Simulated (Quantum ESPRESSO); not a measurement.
Records of electronic-structure calculations.

## Magnetic state of KCrF3 from several starts

The structure is monoclinic, space group C2/m (No. 12). The conventional cell has a = 7.977 Å, b = 8.575 Å, c = 5.826 Å, α = 90.00°, β = 133.11°, γ = 90.00°. K has 12 F at 2.79 to 3.21 Å nearest. Nearest to Cr lie 6 F at 1.98 to 2.31 Å. Cr has 6 F at 1.98 to 2.30 Å nearest. Nearest to F lie 2 Cr at 1.98 to 2.30 Å and 4 K at 2.79 to 3.09 Å. Nearest to F lie 2 Cr at 1.98 to 2.31 Å and 4 K at 2.92 Å. F has 2 Cr at 2.00 to 2.02 Å and 4 K at 2.84 to 3.21 Å nearest. Farther neighbours and most contacts between anions are not listed.

```
CELL_PARAMETERS angstrom
3.98826 -4.28773 0.00000
3.98826 4.28773 0.00000
-3.98187 0.00000 4.25346
ATOMIC_POSITIONS crystal
K 0.25160 0.74840 0.00000
K 0.74840 0.25160 0.00000
Cr 0.00000 0.00000 0.50000
Cr 0.50000 0.50000 0.50000
F 0.79800 0.79800 0.03700
F 0.20200 0.20200 0.96300
F 0.73050 0.26950 0.50000
F 0.26950 0.73050 0.50000
F 0.28000 0.28000 0.55800
F 0.72000 0.72000 0.44200
```

```yaml
method: LDA; plane waves with GBRV 1.5 LDA potentials, no spin-orbit coupling (and 1 further level or step)
program: Quantum ESPRESSO 7.5
settings_of_one_run: GBRV 1.5 LDA, cutoff 544.23 eV, 6×6×6 k-mesh, 61 bands, fermi-dirac occupations, smearing width 0.05 eV, collinear spin, SCF threshold 2.00e-8, mesh matched on, starting moments 0 0 3 3 0 0 0 0 0 0 μB
cost: 2 runs, 16 min in all on 4 MPI ranks of Arm Neoverse N1, shared host (the runs of this entry)
notes: The run is spin-polarised, with a total moment of 8.00 μB a cell (absolute 8.08).
lowest_state_found: ferromagnetic (from ferro ++)
largest_site_moment: 3.06 μB
next_state_with_moments: antiferromagnetic, 107 meV a seeded atom higher
```

This is the lowest of 2 collinear or spinless starts, no proof of the ground state. No Hubbard term acts here. In such compounds local and semilocal functionals without one often delocalise the d electrons, and can shrink or lose moments and miss the size, sign and order of the couplings.

[Logs and program files are shortened in this print: banners, set-up blocks, solver, clock and traceback lines can be left out without a mark of their own.]

[Logs are printed without paths, hosts, clocks, repeated set-up lines and the standing remarks that a program may print on its own settings, such as how far it seeks lower states.]

[Hosts, paths, dates, database ids (printed as entryN), source tags and the programs' standing remarks are cut or masked in the printed files.]

[Where a cell is said to come from a database of computed structures, the database is the Materials Project.]
